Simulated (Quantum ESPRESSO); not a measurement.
# How the Hubbard U moves the magnetism of MnF2, part 3 of 3

Two starts of MnF2 are run at each rung of the Hubbard U.

Quantum ESPRESSO 7.5; LDA; plane waves with GBRV 1.5 LDA potentials, no spin-orbit coupling (settings of the first rung).

So far, absolute magnetization (μB): step 2 (rung 1, start ferro ++) 10.00; step 4 (Hubbard form dudarev, Hubbard projectors ortho-atomic) 10; step 6 (Hubbard form dudarev, Hubbard projectors ortho-atomic) 10; step 8 (Hubbard form dudarev, Hubbard projectors ortho-atomic) 10; step 10 (Hubbard form dudarev, Hubbard projectors ortho-atomic) 10.

**12. Rung 6, start ferro ++**

Level of this step: LDA with U = 7.5 eV on Mn d (ortho-atomic projectors); plane waves with GBRV 1.5 LDA potentials, no spin-orbit coupling (Quantum ESPRESSO).

pw.in

```
&CONTROL
  calculation = 'scf'
  prefix = 'pwscf'
  outdir = './tmp'
  pseudo_dir = './pseudo'
  disk_io = 'nowf'
/
&SYSTEM
  ibrav = 0
  nat = 6
  ntyp = 2
  ecutwfc = 40
  ecutrho = 280
  nbnd = 44
  occupations = 'smearing'
  smearing = 'fd'
  degauss = 0.00999582
  nspin = 2
  starting_magnetization(1) = 0.3
  starting_magnetization(2) = 0
/
&ELECTRONS
  conv_thr = 1.2d-08
  electron_maxstep = 150
  mixing_beta = 0.3
/
ATOMIC_SPECIES
Mn     54.9380 mn_lda_v1.5.uspp.F.UPF
F      18.9984 f_lda_v1.4.uspp.F.UPF
CELL_PARAMETERS angstrom
   4.8738000000    0.0000000000    0.0000000000
   0.0000000000    4.8738000000    0.0000000000
   0.0000000000    0.0000000000    3.3107000000
ATOMIC_POSITIONS crystal
Mn      0.0000000000    0.0000000000    0.0000000000
Mn      0.5000000000    0.5000000000    0.5000000000
F       0.3053000000    0.3053000000    0.0000000000
F       0.1947000000    0.8053000000    0.5000000000
F       0.6947000000    0.6947000000    0.0000000000
F       0.8053000000    0.1947000000    0.5000000000
K_POINTS automatic
6 6 6 0 0 0
HUBBARD {ortho-atomic}
U Mn-3d 7.5000
```

On the command line:

```console
> OMP_NUM_THREADS=1 mpirun -n 2 pw.x -nk 2 -in pw.in > pw.out
```

The program printed:

```text
     [... lines left out ...]
Program PWSCF v.7.5 starts
     [... lines left out ...]
     number of atoms/cell      =            6
     [... lines left out ...]
     number of electrons       =        58.00
     number of Kohn-Sham states=           44
     kinetic-energy cutoff     =      40.0000  Ry
     charge density cutoff     =     280.0000  Ry
     scf convergence threshold =      1.2E-08
     [... lines left out ...]
     16 Sym. Ops., with inversion, found ( 8 have fractional translation)
     [... lines left out ...]
     number of k points=    40  Fermi-Dirac smearing, width (Ry)=  0.0100
     [... lines left out ...]
     iteration # 10     ecut=    40.00 Ry     beta= 0.30
     [... lines left out ...]
     Magnetic moment per site  (integrated on atomic sphere of radius R)
     atom   1 (R=0.178)  charge= 12.3097  magn=  4.2587
     atom   2 (R=0.178)  charge= 12.3097  magn=  4.2587
     atom   3 (R=0.178)  charge=  6.6974  magn=  0.0549
     atom   4 (R=0.178)  charge=  6.6974  magn=  0.0549
     atom   5 (R=0.178)  charge=  6.6974  magn=  0.0549
     atom   6 (R=0.178)  charge=  6.6974  magn=  0.0549
     [... lines left out ...]
     Tr[ns(  1)] (up, down, total) =   4.99047  0.15860  5.14907
     [... lines left out ...]
     Tr[ns(  2)] (up, down, total) =   4.99047  0.15860  5.14907
     [... lines left out ...]
     the Fermi energy is     6.4022 ev
!    total energy              =    -616.77318041 Ry
     estimated scf accuracy    <          4.5E-09 Ry
     smearing contrib. (-TS)   =      -0.00000008 Ry
     [... lines left out ...]
     total magnetization       =    10.00 Bohr mag/cell
     absolute magnetization    =    10.00 Bohr mag/cell
     convergence has been achieved in  10 iterations
```

Wall time 78 s (2 MPI ranks of Arm Neoverse V1, shared host); peak memory 0.34 GiB; 2.6 min of CPU time.

Numbers from this step:

| Item | Value |
| --- | --- |
| magnetization | 10 μB |
| final state | ferromagnetic |
| largest moment | 4.259 μB |

**13. Rung 6, start antiferro +-**

pw.in, as its differences from that of step 12:

```diff
@@ -10,6 +10,6 @@
   nat = 6
-  ntyp = 2
+  ntyp = 3
   ecutwfc = 40
   ecutrho = 280
-  nbnd = 44
+  nbnd = 39
   occupations = 'smearing'
@@ -19,3 +19,4 @@
   starting_magnetization(1) = 0.3
-  starting_magnetization(2) = 0
+  starting_magnetization(2) = -0.3
+  starting_magnetization(3) = 0
 /
@@ -27,3 +28,4 @@
 ATOMIC_SPECIES
-Mn     54.9380 mn_lda_v1.5.uspp.F.UPF
+Mn1    54.9380 mn_lda_v1.5.uspp.F.UPF
+Mn2    54.9380 mn_lda_v1.5.uspp.F.UPF
 F      18.9984 f_lda_v1.4.uspp.F.UPF
@@ -34,4 +36,4 @@
 ATOMIC_POSITIONS crystal
-Mn      0.0000000000    0.0000000000    0.0000000000
-Mn      0.5000000000    0.5000000000    0.5000000000
+Mn1     0.0000000000    0.0000000000    0.0000000000
+Mn2     0.5000000000    0.5000000000    0.5000000000
 F       0.3053000000    0.3053000000    0.0000000000
@@ -43,2 +45,3 @@
 HUBBARD {ortho-atomic}
-U Mn-3d 7.5000
+U Mn1-3d 7.5000
+U Mn2-3d 7.5000
```

The program printed:

```text
     [... lines left out ...]
Program PWSCF v.7.5 starts
     [... lines left out ...]
     number of atoms/cell      =            6
     [... lines left out ...]
     number of electrons       =        58.00
     number of Kohn-Sham states=           39
     kinetic-energy cutoff     =      40.0000  Ry
     charge density cutoff     =     280.0000  Ry
     scf convergence threshold =      1.2E-08
     [... lines left out ...]
      8 Sym. Ops., with inversion, found
     [... lines left out ...]
     number of k points=    52  Fermi-Dirac smearing, width (Ry)=  0.0100
     [... lines left out ...]
     iteration #  9     ecut=    40.00 Ry     beta= 0.30
     [... lines left out ...]
     Magnetic moment per site  (integrated on atomic sphere of radius R)
     atom   1 (R=0.178)  charge= 12.3108  magn=  4.2517
     atom   2 (R=0.178)  charge= 12.3108  magn= -4.2517
     atom   3 (R=0.178)  charge=  6.6970  magn= -0.0170
     atom   4 (R=0.178)  charge=  6.6970  magn=  0.0170
     atom   5 (R=0.178)  charge=  6.6970  magn= -0.0170
     atom   6 (R=0.178)  charge=  6.6970  magn=  0.0170
     [... lines left out ...]
     Tr[ns(  1)] (up, down, total) =   4.98981  0.16322  5.15303
     [... lines left out ...]
     Tr[ns(  2)] (up, down, total) =   0.16322  4.98981  5.15303
     [... lines left out ...]
     the Fermi energy is     6.3487 ev
!    total energy              =    -616.77445801 Ry
     estimated scf accuracy    <          8.4E-09 Ry
     smearing contrib. (-TS)   =      -0.00000001 Ry
     [... lines left out ...]
     total magnetization       =     0.00 Bohr mag/cell
     absolute magnetization    =     9.81 Bohr mag/cell
     convergence has been achieved in   9 iterations
```

Elapsed: 73 s, on 2 MPI ranks; peak memory 0.37 GiB.

This step gave:

| Quantity | Value |
| --- | --- |
| magnetization | 0 μB |
| final state | antiferromagnetic |
| largest moment | 4.252 μB |

**14. The rungs together**

Ladder, by row:

| rung | U | state from the first start | state from the second start | second less first (meV a seeded atom) | moment, first (μB) | moment, second (μB) | CPU time (s) |
| --- | --- | --- | --- | --- | --- | --- | --- |
| 1 | none | ferromagnetic | antiferromagnetic | -67.77 | 4.162 | 4.113 | 291.1 |
| 2 | Mn d U 1.5 Dudarev ortho-atomic | ferromagnetic | antiferromagnetic | -42.54 | 4.189 | 4.162 | 340.4 |
| 3 | Mn d U 3.0 Dudarev ortho-atomic | ferromagnetic | antiferromagnetic | -28.25 | 4.211 | 4.193 | 342.6 |
| 4 | Mn d U 4.5 Dudarev ortho-atomic | ferromagnetic | antiferromagnetic | -19.19 | 4.23 | 4.217 | 330.5 |
| 5 | Mn d U 6.0 Dudarev ortho-atomic | ferromagnetic | antiferromagnetic | -13.04 | 4.245 | 4.236 | 299 |
| 6 | Mn d U 7.5 Dudarev ortho-atomic | ferromagnetic | antiferromagnetic | -8.691 | 4.259 | 4.252 | 301.5 |

**15. Outcome**

```yaml
range_of_the_largest_moment_first_start: 4.16 to 4.26 μB; second start 4.11 to 4.25 μB
range_of_cpu_time: 4.9 min to 5.7 min
range_of_the_energy_difference: -67.8 to -8.69 meV a seeded atom
```

What this shows: In the first start the moment grows with U. The size of the difference goes from 67.8 to 8.69 meV as U grows. Energies are free energies at an electronic temperature of 1580 K, which lowers moments and differences where the moments are itinerant.

[Long decimals in the printed logs are rounded to 6 places.]

[Logs and program files are shortened in this print: banners, set-up blocks, solver, clock and traceback lines can be left out without a mark of their own.]

[Logs are printed without paths, hosts, clocks, repeated set-up lines and the standing remarks that a program may print on its own settings, such as how far it seeks lower states.]

[Hosts, paths, dates, database ids (printed as entryN), source tags and the programs' standing remarks are cut or masked in the printed files.]

[Where the starting crystal was built by hand or by swapping elements, it need not be the compound's stable phase.]

[Where a cell is said to come from a database of computed structures, the database is the Materials Project.]

[Lattice constants that a cell's source calls measured were typed from memory.]
